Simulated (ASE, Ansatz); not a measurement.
# Building twisted 1T-TiS2 bilayer, 3.48 deg (1626 atoms)

The cell is an input for a DFT calculation. Recipe: 1T-TiS2 (a = 3.41 Å) under 1T-TiS2 (a = 3.41 Å), bilayer, commensurate cell of 271 unit cells a layer, twist 3.48 deg; facing planes 3.14 Å apart; 12 Å of vacuum; layers as built, displaced by a Gaussian of 0.01 Å.

A script for it:

build.py (ASE 3.29.0):

```python
import numpy as np
from ase import Atoms
from ase.build import make_supercell

u1 = Atoms(['Ti', 'S', 'S'], cell=[3.41, 3.41, 1, 90, 90, 120], pbc=True,
          scaled_positions=[[0/3, 0/3, 0], [1/3, 2/3, 1.43], [2/3, 1/3, -1.43]])  # z in A
cell = [56.1357, 56.1357, 120]  # common in-plane cell: a, b, gamma
layers = [(u1, [[19, 9], [-9, 10]], [0, 0], 1),
          (u1, [[19, 10], [-10, 9]], [0.867, 0.029], 1)]
gaps = [3.14, 12]
atoms, top = Atoms(), 0.0
for k, (u, M, shift, flip) in enumerate(layers):
    s = make_supercell(u, [M[0] + [0], M[1] + [0], [0, 0, 1]], wrap=False)
    z = flip * s.positions[:, 2]; f = s.get_scaled_positions(wrap=False)
    s.set_cell([cell[0], cell[1], 1, 90, 90, cell[2]]); s.set_scaled_positions(np.c_[f[:, :2] + shift, z - z.min() + top]); s.set_tags(k)
    top = s.positions[:, 2].max() + gaps[k]; atoms += s
atoms.set_cell([cell[0], cell[1], top, 90, 90, cell[2]]); atoms.pbc = True
atoms.center(axis=2)
atoms.rattle(0.01, seed=60152)
atoms.wrap()
atoms.write('structure.xyz')
print(atoms.get_chemical_formula(), len(atoms), 'atoms; cell', atoms.cell.cellpar().round(3))
```

```console
$ python build.py
S1084Ti542 1626 atoms; cell [ 56.136  56.136  20.86   90.     90.    120.   ]
```

The cell holds 1626 atoms: 542 Ti and 1084 S. Cell: a = 56.136 Å, b = 56.136 Å, c = 20.860 Å, α = 90.0°, β = 90.0°, γ = 120.0°. It derives from TiS2 (1T-TiS2). Regions: layer 1, 813 atoms (271 Ti and 542 S); layer 2, 813 atoms (271 Ti and 542 S). Vacuum lies along c.

Bonds by pair of elements; cutoffs follow the first minimum of g(r), held within bounds set by covalent radii, and pairs that aren't listed don't count as bonded:

```tsv
pair A-B	cutoff (Å)	bonds	mean length (Å)	spread (Å)	shortest (Å)	B about A	A about B
S-Ti	3.1	3252	2.43	0.014	2.38	3	6
```

How many atoms have how many bonded neighbours:

```tsv
element	mean	3	6
S	3	1084	0
Ti	6	0	542
```

[Logs are printed without paths, hosts, clocks, repeated set-up lines and the standing remarks that a program may print on its own settings, such as how far it seeks lower states.]

[Hosts, paths, dates, database ids (printed as entryN), source tags and the programs' standing remarks are cut or masked in the printed files.]
